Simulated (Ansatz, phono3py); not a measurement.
# Phonon transport in NaI (Fm-3m), part 2 of 3

Aim: the lattice thermal conductivity of NaI against temperature, and which phonons carry it.

Measurements to reproduce:
- thermal conductivity 1.8 W/m/K near room temperature (given in “Combining the AFLOW GIBBS and Elastic Libraries to efficiently and robustly screen thermo-mechanical properties of solids”, 2017, arXiv:1611.05714)
- thermal conductivity 1.8 W/m/K near room temperature (given in “Predicting the lattice thermal conductivity of solids by solving the Boltzmann transport equation: AFLOW - AAPL an automated, accurate and efficient framework”, 2017, arXiv:1611.05481)

Ansatz 0.2.0; DFT LDA, scalar-relativistic, plane waves, PAW.

So far. Step 2 (Probe on a coarse mesh): The start is under -1.6 GPa at this level and looks like an insulator or semiconductor on this mesh. Step 5 (Tight relaxation): The residual pressure is -0.0098 GPa, small enough for phonons. The relaxed cell has a = 6.261 Å (conventional setting).

### 6. Third-order constants and the Boltzmann equation

The supercell must be wider than twice the pair cutoff, and the number of displaced cells grows with the pairs inside it, which is where the cost lies.

File input.yaml:

```yaml
crystal:
  lattice:
    - [0.0, 3.1305432327, 3.1305432327]
    - [3.1305432327, 0.0, 3.1305432327]
    - [3.1305432327, 3.1305432327, 0.0]
  atoms:
    - { symbol: Na, position: [0.0, 0.0, 0.0] }
    - { symbol: I, position: [0.5, 0.5, 0.5] }
kpoints:
  mp_grid: { grid: [6, 6, 6] }
hamiltonian:
  xc: lda
scf:
  occupations: { method: fixed }
output:
  eigenvalues: true
phonons:
  method: fd
  dielectric: true
  qmesh: [6, 6, 6]
  temperatures: { t_max: 1000, t_step: 50 }
  qpath:
    path:
      - [[0.0, 0.0, 0.0], [0.5, 0.0, 0.5], [0.625, 0.25, 0.625]]
      - [[0.375, 0.375, 0.75], [0.0, 0.0, 0.0], [0.5, 0.5, 0.5], [0.5, 0.25, 0.75], [0.5, 0.0, 0.5]]
    npoints: 10
  third_order: { supercell: [3, 3, 3], pair_cutoff: 4.577 }
  lattice_thermal_conductivity:
    qmesh: [17, 17, 17]
    temperatures: [100.0, 150.0, 200.0, 300.0, 400.0, 500.0]
    isotope_mass_variance: [{ species: I, variance: 0.0 }, { species: Na, variance: 0.0 }]
```

Launch:

```console
ansatz run input.yaml --threads 16 --pin off --max-ram 30720MiB --backend cpu --events-out ev --progress --plain --runs-dir out
```

Numbers of over 12 decimals in the logs are rounded to 6 here.

The log of the run:

```text
Warning: phonons.dielectric: true without phonons.rigid_motions: the static dielectric tensor ε⁰ will be withheld (ε∞, Z* and the rows of modes are given); for a crystal or a slab, whose only rigid motions are the translations, set phonons.rigid_motions: translations
[...]
Crystal: 12 atoms, lattice volume = 368.163 Å³
Basis set: ecut = 420 eV, 7219 PW (Γ), FFT grids on a1, −a1+a2+a3, −a1+a3
Bands: 94, of which v1, the nominal top of the filled ones, is band 78 counted from 1 (77 counted from 0)
Symmetry: 24 space group operations
k-points: 16 of 36
[...]
SCF iter   1: F=—  HF=-52950.064751 eV  |F-HF|=—  |Δ(HF+E_count)|=         —  Δρ=3.50e-8  dr2=1.71e-12  ethr=1.00e-12  ⟨swp⟩=3.0  Hψ=3854  notcnv=0
[...]
SCF iter   2: F=-52950.064751 eV  HF=-52950.064751 eV  |F-HF|=1.46e-11  |Δ(HF+E_count)|=  1.46e-11  Δρ=1.82e-8  dr2=4.82e-13  ethr=1.00e-12  ⟨swp⟩=3.0  Hψ=2913  notcnv=0
SCF 1 converged in 2 iterations: F = -52950.064751 eV  dr2 = 4.82e-13
[...]
Crystal: 2 atoms, lattice volume = 61.361 Å³
Basis set: ecut = 420 eV, 1243 PW (Γ), exchange–correlation on 60×60×60 points (8 copies of the dense FFT grid, shifted against one another)
Bands: 17, of which v1, the nominal top of the filled ones, is band 13 counted from 1 (12 counted from 0)
Symmetry: 48 space group operations
k-points: 30 of 216 (irreducible under 8 space group operations, time reversal used)
[...]
SCF iter   7: F=-8825.010792 eV  HF=-8825.010792 eV  |F-HF|=2.73e-11  |Δ(HF+E_count)|=  2.91e-11  Δρ=1.72e-7  dr2=3.25e-11  ethr=1.00e-12  ⟨swp⟩=6.5  Hψ=1779  notcnv=0
SCF 2 converged in 7 iterations: F = -8825.010792 eV  dr2 = 3.25e-11
[...]
NSCF: frozen V_eff on 2 k-points
DFPT response loops at Γ: preconditioner auto → none (the input reference at scf.mixing.eps_inf says where Resta's filter doesn't serve); β = 0.50; Broyden in place of MSR1
Symmetry: 2 space group operations
k-points: 16 of 36 (time reversal used)
[...]
SCF iter   1: F=—  HF=-52950.064758 eV  |F-HF|=—  |Δ(HF+E_count)|=         —  Δρ=9.16e-5  dr2=2.55e-5  ethr=5.05e-9  ⟨swp⟩=3.6  Hψ=5461  notcnv=0  defer=103
eigensolver tolerance schedule calibrated: the retry pair's looser diagonalisation under-reported the residual by θ = 0.69 (0.12/decade); ethr = c·dr2/N_el runs at the constant in force after the calibration composes with the one it found (an armed cap, an earlier calibration), c = 7.0e-2
SCF iter   2: F=—  HF=-52950.064749 eV  |F-HF|=—  |Δ(HF+E_count)|=   8.80e-6  Δρ=4.63e-5  dr2=5.92e-6  ethr=5.05e-9  ⟨swp⟩=2.0  Hψ=2162  notcnv=0  defer=103
[...]
SCF iter   7: F=-52950.064746 eV  HF=-52950.064746 eV  |F-HF|=7.28e-12  |Δ(HF+E_count)|=  2.18e-11  Δρ=2.09e-8  dr2=1.33e-12  ethr=1.00e-12  ⟨swp⟩=5.7  Hψ=6093  notcnv=0
SCF 3 converged in 7 iterations: F = -52950.064746 eV  dr2 = 1.33e-12
Symmetry: 1 space group operations
k-points: 20 of 36 (time reversal used)
[...]
SCF iter   7: F=-52950.064746 eV  HF=-52950.064746 eV  |F-HF|=7.28e-12  |Δ(HF+E_count)|=  1.46e-11  Δρ=1.47e-8  dr2=9.31e-13  ethr=1.00e-12  ⟨swp⟩=5.4  Hψ=7516  notcnv=0
SCF 4 converged in 7 iterations: F = -52950.064746 eV  dr2 = 9.31e-13
[...]
SCF iter   7: F=-52950.064745 eV  HF=-52950.064745 eV  |F-HF|=0.00e0  |Δ(HF+E_count)|=  1.46e-11  Δρ=1.21e-8  dr2=5.71e-13  ethr=1.00e-12  ⟨swp⟩=5.2  Hψ=5966  notcnv=0
SCF 5 converged in 7 iterations: F = -52950.064745 eV  dr2 = 5.71e-13
[...]
SCF iter   7: F=-52950.064745 eV  HF=-52950.064745 eV  |F-HF|=7.28e-12  |Δ(HF+E_count)|=    0.00e0  Δρ=9.32e-9  dr2=3.40e-13  ethr=1.00e-12  ⟨swp⟩=5.0  Hψ=7120  notcnv=0
SCF 6 converged in 7 iterations: F = -52950.064745 eV  dr2 = 3.40e-13
Basis set: ecut = 420 eV, 7207 PW (Γ), FFT grids on a1, a2, −3a1−3a2+a3
SCF iter   1: F=—  HF=-52950.064751 eV  |F-HF|=—  |Δ(HF+E_count)|=         —  Δρ=4.16e-8  dr2=3.03e-12  ethr=1.00e-12  ⟨swp⟩=3.0  Hψ=3587  notcnv=0
[...]
SCF 7 converged in 2 iterations: F = -52950.064751 eV  dr2 = 9.14e-13
[...]
SCF 8 converged in 7 iterations: F = -52950.064746 eV  dr2 = 1.29e-12
[...]
SCF 9 converged in 7 iterations: F = -52950.064745 eV  dr2 = 2.56e-13
Basis set: ecut = 420 eV, 7213 PW (Γ), FFT grids on a1, a1+a2, 2a1+a3
k-points: 15 of 36
[...]
SCF 10 converged in 2 iterations: F = -52950.064752 eV  dr2 = 2.75e-13
[...]
SCF 11 converged in 7 iterations: F = -52950.064747 eV  dr2 = 8.83e-13
k-points: 15 of 36 (time reversal used)
[...]
SCF 12 converged in 7 iterations: F = -52950.064747 eV  dr2 = 7.64e-13
[...]
SCF 13 converged in 6 iterations: F = -52950.064745 eV  dr2 = 6.10e-12
[...]
SCF 14 converged in 7 iterations: F = -52950.064745 eV  dr2 = 2.09e-13
Basis set: ecut = 420 eV, 7243 PW (Γ), FFT grids on a1, 2a1+a2−a3, −a1+a3
k-points: 13 of 36
[...]
SCF 15 converged in 2 iterations: F = -52950.064752 eV  dr2 = 4.76e-13
k-points: 13 of 36 (time reversal used)
[...]
SCF 16 converged in 7 iterations: F = -52950.064747 eV  dr2 = 1.47e-12
[...]
SCF 17 converged in 7 iterations: F = -52950.064747 eV  dr2 = 8.59e-13
[...]
SCF 18 converged in 6 iterations: F = -52950.064745 eV  dr2 = 5.93e-12
[...]
SCF 19 converged in 7 iterations: F = -52950.064746 eV  dr2 = 2.71e-13
Basis set: ecut = 420 eV, 7257 PW (Γ), FFT grids on a1, a2, −a1+a2+a3
[...]
SCF 20 converged in 2 iterations: F = -52950.064751 eV  dr2 = 4.74e-13
[...]
SCF 21 converged in 7 iterations: F = -52950.064746 eV  dr2 = 1.44e-12
[...]
SCF 22 converged in 7 iterations: F = -52950.064746 eV  dr2 = 9.47e-13
[...]
SCF 23 converged in 6 iterations: F = -52950.064744 eV  dr2 = 5.58e-12
[...]
SCF iter   7: F=-238275.289721 eV  HF=-238275.289721 eV  |F-HF|=1.46e-10  |Δ(HF+E_count)|=  1.75e-10  Δρ=1.77e-7  dr2=4.15e-10  ethr=1.00e-12  ⟨swp⟩=4.8  Hψ=10581  notcnv=0
SCF 90 converged in 7 iterations: F = -238275.289721 eV  dr2 = 4.15e-10
[...]
SCF iter   7: F=-238275.289379 eV  HF=-238275.289379 eV  |F-HF|=1.16e-10  |Δ(HF+E_count)|=    0.00e0  Δρ=1.19e-7  dr2=2.43e-10  ethr=1.00e-12  ⟨swp⟩=4.8  Hψ=7702  notcnv=0
SCF 91 converged in 7 iterations: F = -238275.289379 eV  dr2 = 2.43e-10
[...]
SCF iter   7: F=-238275.289496 eV  HF=-238275.289496 eV  |F-HF|=1.75e-10  |Δ(HF+E_count)|=  3.78e-10  Δρ=8.06e-8  dr2=1.15e-10  ethr=1.00e-12  ⟨swp⟩=4.0  Hψ=10536  notcnv=0
SCF 92 converged in 7 iterations: F = -238275.289496 eV  dr2 = 1.15e-10
[...]
SCF iter   7: F=-238275.289485 eV  HF=-238275.289485 eV  |F-HF|=8.73e-11  |Δ(HF+E_count)|=  3.20e-10  Δρ=7.88e-8  dr2=1.01e-10  ethr=1.00e-12  ⟨swp⟩=4.0  Hψ=10536  notcnv=0
SCF 93 converged in 7 iterations: F = -238275.289485 eV  dr2 = 1.01e-10
[...]
SCF iter   7: F=-238275.289485 eV  HF=-238275.289485 eV  |F-HF|=2.04e-10  |Δ(HF+E_count)|=  3.20e-10  Δρ=7.87e-8  dr2=1.00e-10  ethr=1.00e-12  ⟨swp⟩=4.0  Hψ=10536  notcnv=0
SCF 94 converged in 7 iterations: F = -238275.289485 eV  dr2 = 1.00e-10
[...]
SCF iter   7: F=-238275.289534 eV  HF=-238275.289534 eV  |F-HF|=1.16e-10  |Δ(HF+E_count)|=  4.37e-10  Δρ=7.74e-8  dr2=1.03e-10  ethr=1.00e-12  ⟨swp⟩=4.0  Hψ=10536  notcnv=0
SCF 95 converged in 7 iterations: F = -238275.289534 eV  dr2 = 1.03e-10
[...]
SCF iter   7: F=-238275.289532 eV  HF=-238275.289532 eV  |F-HF|=2.91e-11  |Δ(HF+E_count)|=  3.49e-10  Δρ=7.64e-8  dr2=1.00e-10  ethr=1.00e-12  ⟨swp⟩=4.0  Hψ=10536  notcnv=0
SCF 96 converged in 7 iterations: F = -238275.289532 eV  dr2 = 1.00e-10
[...]
SCF iter   7: F=-238275.289522 eV  HF=-238275.289522 eV  |F-HF|=8.73e-11  |Δ(HF+E_count)|=  3.20e-10  Δρ=7.83e-8  dr2=9.21e-11  ethr=1.00e-12  ⟨swp⟩=4.0  Hψ=10536  notcnv=0
SCF 97 converged in 7 iterations: F = -238275.289522 eV  dr2 = 9.21e-11
SCF converged after 2 iterations
Free energy (F): -52950.064751 eV
[...]
Internal energy: -52950.064751 eV  (E = F + TS)
E sigma→0 (E₀):  -52950.064751 eV
Fermi energy:    3.744609 eV
[...]
--- Band table (eV; the first three rows and the last of 16) ---
  k-point 0: bands = [... 74 lower, 3.4727, 3.7446, 3.7446, 3.7446, 7.3625, 8.0850, 8.7256, 8.7256, ... 12 higher]
  k-point 1: bands = [... 74 lower, 3.4727, 3.4798, 3.4798, 3.5957, 8.6019, 8.7256, 8.7347, 9.1609, ... 12 higher]
  k-point 2: bands = [... 74 lower, 3.6490, 3.6490, 3.6490, 3.6490, 8.2541, 8.2541, 8.6417, 8.6417, ... 12 higher]
  k-point 15: bands = [... 74 lower, 3.1111, 3.1111, 3.2363, 3.2363, 9.0698, 9.0698, 9.2784, 9.2784, ... 12 higher]
--- Phonons: 35 displaced members + 10 references (amplitude of the first 0.0025 Å, Σ member SCF iterations 226) ---
  ASR residual: 5.943e-4 → 0.000e0 eV/Å²; symmetrization residual: 2.752e-4 eV/Å²
  largest component of a force at the reference: 1.3e-28 eV/Å
  ASR residual per site (eV/Å²): 5.94e-4 3.78e-4
  Γ frequencies (cm⁻¹): 0.00 0.00 0.00 130.64 130.64 130.64
  Unit cell's response to a homogeneous field, on a k mesh of 6×6×6: 1 representative field direction (Σ response iterations 7)
  ε∞ (high-frequency dielectric tensor):
        3.615324    -0.000000     0.000000
        0.000000     3.615324    -0.000000
        0.000000     0.000000     3.615324
  ε⁰ (static dielectric tensor): not given — the deck does not say what the cell's rigid motions are, and on a molecule in a box or a wire the rigid rotations would enter the sum over the modes at Γ. For a crystal or a slab, whose only rigid motions are the translations, set phonons.rigid_motions: translations.
  Born effective charges Z* (e; rows j = field, columns β = displacement):
    site 0:
         1.16517    0.00000    0.00000
        -0.00000    1.16517    0.00000
         0.00000   -0.00000    1.16517
    site 1:
        -1.16517   -0.00000    0.00000
         0.00000   -1.16517   -0.00000
         0.00000    0.00000   -1.16517
  Z* charge neutrality: 1.080e-5 e pre-enforcement
  k-mesh period / interband length: 26.6 Å / 1.80 Å = 14.75 at k = (0.0000, 0.0000, 0.0000), direct gap 3.618 eV — 14 or more, which is no proof of convergence
  optical modes at Γ without the LO–TO term, one row a degenerate level:
      ω (cm⁻¹)  modes    IR ((D/Å)²/amu)
        130.64      3             4.8277
  optical modes at Γ + LO–TO along q̂ = [1.0000, 0.0000, 0.0000]:
      ω (cm⁻¹)  modes    IR ((D/Å)²/amu)
        130.64      2             3.2184
        180.39      1             1.6092
  optical modes at Γ + LO–TO along q̂ = [0.0000, 1.0000, 0.0000]:
      ω (cm⁻¹)  modes    IR ((D/Å)²/amu)
        130.64      2             3.2184
        180.39      1             1.6092
  optical modes at Γ + LO–TO along q̂ = [0.0000, 0.0000, 1.0000]:
      ω (cm⁻¹)  modes    IR ((D/Å)²/amu)
        130.64      2             3.2184
        180.39      1             1.6092
--- Phonons (by wavevector): 16 wavevectors in 10 supercells ---
  supercell 1 (6 cells, vectors [1, 0, 0], [0, 3, -3], [0, 0, 2] in multiples of the cell's): 4 displaced members by 0.0025 Å; free energy -52950.064751 eV; taken off its force constants: by the sum rule 1.7e-4, by the symmetrisation 1.8e-4 eV/Å²
  symmetry images taken by strict's conditions (phonons.symmetry_images: auto; settled by no image being taken that strict refuses)
[...]
q = [0.0000, 0.0000, 0.0000] (star 1, supercell 1; hermiticity 1.07e-16, symmetrization 1.83e-5): -0.00 -0.00 -0.00 130.64 130.64 130.64
[...]
joined force constants: q→R imaginary residual 1.57e-16
  density of states and harmonic sums: on the 18×18×18 q-mesh, interpolated from the force constants of a 6×6×6 supercell (with the dipole–dipole term)
  largest difference from the sums on the solved wave vectors: F 4.80e-3 eV, S 5.95e-6 and C_V 1.15e-6 eV/K
  zero-point energy: 0.036149 eV/cell   skipped modes (ω ≤ 0): 3   left out of the sums: 8.57e-5 of the cell's modes: C_V's classical limit lies that fraction below 3 k_B per atom; for a crystal, a wire or a layer, F and S can be off by more, and a phonons.interpolated_qmesh denser along its periods is the remedy for the sampling
--- Third-order force constants: 50 member SCFs in a 3×3×3 supercell (pair cutoff 4.577 Å, amplitude 0.03 Å, SCF threshold 1.00e-9 eV, Σ member SCF iterations 349) ---
[...]
sum-rule residual: 6.284e-2 → 6.967e-16 eV/Å³; symmetrization residual: 2.748e-3 eV/Å³; largest sum-rule correction relative to its orbit: 8.789e-2, on the orbit of the block of home site 1 with site 1 of cell (-1, 0, 0) and site 1 of cell (-1, 0, 0), whose norm before the correction was 4.507e-1 eV/Å³
--- Lattice thermal conductivity: 17×17×17 mesh (165 irreducible points), tetrahedron method ---
  three-phonon and isotope scattering only; four-phonon, boundary and, in a metal, phonon-electron scattering are left out
  each conductivity is what the modes' populations carry and what the coherences between them add
  conductivity (a third of the tensor's trace), W/(m K), in the relaxation-time approximation and from the full solution:
       T (K)   relaxation time   full solution  iterations             ending  least Ritz value
      100.00           13.8783         15.0268           9          converged          5.113e-1
      150.00            8.5387          9.1734           9          converged          5.052e-1
      200.00            6.2320          6.6752           9          converged          5.030e-1
      300.00            4.0897          4.3698           9          converged          5.014e-1
      400.00            3.0637          3.2698           9          converged          5.008e-1
      500.00            2.4591          2.6225           9          converged          5.006e-1
```

It took 10 min on 16 threads of Intel Xeon 6975P-C (Granite Rapids), shared host; peak memory 20 GiB.

This step gave:

* Γ frequencies: 0, 0, 0, 130.6, 130.6, 130.6 cm⁻¹ (negative: imaginary)
* lowest frequency on the path: 0 cm⁻¹
* zero-point energy: 0.03615 eV/cell
* point group: m-3m
* highest frequency: 180.7 cm⁻¹
* Debye temperature from the second moment: 199 K
* κ at 300 K (relaxation time): 4.09 W/m/K
* κ at 300 K (full solution): 4.37 W/m/K
* dipole term: run
* mean free path at half of κ: 26.8 nm
* share of κ above the three lowest branches: 0.033
* third-order blocks: 350
* periodic aliases dropped: 24
* largest relative sum-rule correction: 0.08789
* displaced cells, third order: 50

LO-TO term included. The phonon branches at the labelled points (cm⁻¹):

| point | branch 1 | branch 2 | branch 3 | branch 4 | branch 5 | branch 6 |
| --- | --- | --- | --- | --- | --- | --- |
| Γ | 0 | 0 | 0 | 131 | 131 | 180 |
| halfway | 29 | 29 | 72 | 132 | 132 | 151 |
| X | 37 | 37 | 57 | 135 | 135 | 142 |
| halfway | 41 | 46 | 56 | 134 | 138 | 141 |
| U | 49 | 54 | 63 | 130 | 140 | 144 |
| jump to K | 49 | 54 | 63 | 130 | 140 | 144 |
| halfway | 35 | 50 | 67 | 125 | 134 | 169 |
| Γ | 0 | 0 | 0 | 131 | 131 | 180 |
| halfway | 39 | 39 | 57 | 128 | 128 | 180 |
| L | 56 | 56 | 81 | 125 | 125 | 181 |
| halfway | 55 | 59 | 72 | 128 | 133 | 158 |
| W | 50 | 50 | 67 | 137 | 139 | 139 |
| halfway | 42 | 54 | 55 | 136 | 136 | 141 |
| X | 37 | 37 | 57 | 135 | 135 | 142 |

The phonon branches as a text plot (rows in cm⁻¹):

```
    177 |***                     *******************
    169 |   *                   *                   *
    162 |    **              ***                     **
    154 |      *            *                          *
    147 |       *         **                            *
    139 |        **************                         *********
    132 |******************    **************       ******     **
    124 |                  *********         **********
    117 |
    109 |
    102 |
     94 |
     87 |
     79 |       *           ***                ******
     72 |      * *         *   *              *      ****
     64 |    **   **      *     *            *           ****
     56 |           ************ *          *  **********   *****
     49 |   *          * ****** * **       *  *         ***** *
     41 |             ***      * *          **               ****
     34 |  *    ******          * ***     **                    *
     26 |    ***                 *  *    **
     19 | * *                     ****   *
     11 |  *                         *  *
      4 |**                           **
         Γ           X  U|K            Γ         L        W     X
```

W/m/K. Kappa, by row:

| T (K) | RTA xx | RTA yy | RTA zz | full xx | full yy | full zz | coherence part xx | coherence part yy | coherence part zz | ending | iterations | least Ritz value |
| --- | --- | --- | --- | --- | --- | --- | --- | --- | --- | --- | --- | --- |
| 100 | 13.88 | 13.88 | 13.88 | 15.03 | 15.03 | 15.03 | 0.02107 | 0.02107 | 0.02107 | converged | 9 | 0.511 |
| 150 | 8.539 | 8.539 | 8.539 | 9.173 | 9.173 | 9.173 | 0.02992 | 0.02992 | 0.02992 | converged | 9 | 0.505 |
| 200 | 6.232 | 6.232 | 6.232 | 6.675 | 6.675 | 6.675 | 0.03669 | 0.03669 | 0.03669 | converged | 9 | 0.503 |
| 300 | 4.09 | 4.09 | 4.09 | 4.37 | 4.37 | 4.37 | 0.04693 | 0.04693 | 0.04693 | converged | 9 | 0.501 |
| 400 | 3.064 | 3.064 | 3.064 | 3.27 | 3.27 | 3.27 | 0.05438 | 0.05438 | 0.05438 | converged | 9 | 0.501 |
| 500 | 2.459 | 2.459 | 2.459 | 2.622 | 2.622 | 2.622 | 0.06002 | 0.06002 | 0.06002 | converged | 9 | 0.501 |

Lattice thermal conductivity against temperature:

| temperature (K) | RTA xx (W/m/K) | full xx (W/m/K) |
| --- | --- | --- |
| 100 | 13.9 | 15.0 |
| 150 | 8.54 | 9.17 |
| 200 | 6.23 | 6.67 |
| 300 | 4.09 | 4.37 |
| 400 | 3.06 | 3.27 |
| 500 | 2.46 | 2.62 |

The modes has structure finer than the step of the table below, so its rows give means over 5 cm⁻¹, whole bins alone (the curve runs from -10 to 196 cm⁻¹). Peaks (cm⁻¹: height): I 56.1: 0.109, 71.7: 0.0683, 133.9: 0.0202; Na 131.3: 0.142.

Phonopy on the run's constants, 15x15x15 mesh, Gaussian sigma 2.0 cm⁻¹. Table of modes by wavenumber; means over each step; values in 1/cm⁻¹/cell:

| wavenumber (cm⁻¹) | I | Na |
| --- | --- | --- |
| -5 | 1.7e-5 | 3.3e-6 |
| 0 | 1.1e-4 | 2.0e-5 |
| 5 | 1.5e-4 | 2.9e-5 |
| 10 | 0.00120 | 2.1e-4 |
| 15 | 0.00227 | 4.0e-4 |
| 20 | 0.00493 | 8.4e-4 |
| 25 | 0.00787 | 0.00132 |
| 30 | 0.0144 | 0.00235 |
| 35 | 0.0269 | 0.00440 |
| 40 | 0.0430 | 0.00673 |
| 45 | 0.0557 | 0.00764 |
| 50 | 0.0719 | 0.00803 |
| 55 | 0.0998 | 0.00759 |
| 60 | 0.0670 | 0.00410 |
| 65 | 0.0396 | 0.00265 |
| 70 | 0.0602 | 0.00291 |
| 75 | 0.0456 | 0.00158 |
| 80 | 0.00847 | 2.1e-4 |
| 85 | 2.7e-4 | 4.5e-6 |
| 90 | 0 | 0 |
| 95 | 0 | 0 |
| 100 | 0 | 0 |
| 105 | 0 | 0 |
| 110 | 0 | 0 |
| 115 | 0 | 6.7e-6 |
| 120 | 1.1e-4 | 0.00477 |
| 125 | 0.00358 | 0.0742 |
| 130 | 0.0145 | 0.136 |
| 135 | 0.0177 | 0.114 |
| 140 | 0.00732 | 0.0472 |
| 145 | 0.00228 | 0.0296 |
| 150 | 9.3e-4 | 0.0260 |
| 155 | 5.9e-4 | 0.0249 |
| 160 | 5.0e-4 | 0.0209 |
| 165 | 6.9e-4 | 0.0222 |
| 170 | 8.8e-4 | 0.0198 |
| 175 | 0.00115 | 0.0186 |
| 180 | 8.2e-4 | 0.0114 |
| 185 | 6.3e-5 | 8.1e-4 |
| 190 | 0 | 8.0e-7 |

Distinct triplets, nearest first. Third order norms, by row:

```
   sites  side 1 (Å)  side 2 (Å)  side 3 (Å)  norm of the 27 components (eV/Å³)
Na-Na-Na           0           0           0                                  0
   I-I-I           0           0           0                                  0
  Na-I-I           0        3.13        3.13                               3.51
 Na-I-Na           0        3.13        3.13                              3.473
  Na-I-I        3.13        3.13        4.43                              0.046
 Na-I-Na        3.13        3.13        4.43                              0.056
Na-Na-Na           0        4.43        4.43                              0.122
Na-Na-Na        4.43        4.43        4.43                              0.002
   I-I-I           0        4.43        4.43                              0.453
   I-I-I        4.43        4.43        4.43                              0.046
```

Born charge (rows field, columns displacement) (e), principal values of the symmetric part by kind of site:

```
atom  atoms with these values    low  middle   high   mean
 Na1                        1   1.17    1.17   1.17   1.17
  I2                        1  -1.17   -1.17  -1.17  -1.17
```

In full for I2:

```
-1.17  0.00  0.00
 0.00 -1.17  0.00
 0.00  0.00 -1.17
```

RTA, 300 K. Kappa by branch, by row:

```
branch (by rank)  mean frequency (THz)  mean rms speed (km/s)  median lifetime (ps)  share of kappa
               1                  1.31                   0.91                  14.2           0.386
               2                  1.53                   1.02                  10.7           0.364
               3                  2.02                   0.98                  4.26           0.216
               4                  3.87                   0.38                 0.869           0.003
               5                  4.01                   0.39                  1.27           0.005
               6                  4.74                   1.18                 0.676           0.025
```

[end of part 2 of 3]

[Logs are printed without paths, hosts, clocks, repeated set-up lines and the standing remarks that a program may print on its own settings, such as how far it seeks lower states.]

[Hosts, paths, dates, database ids (printed as entryN), source tags and the programs' standing remarks are cut or masked in the printed files.]

[A step with changed settings may run another functional than the one named; its input shows which.]
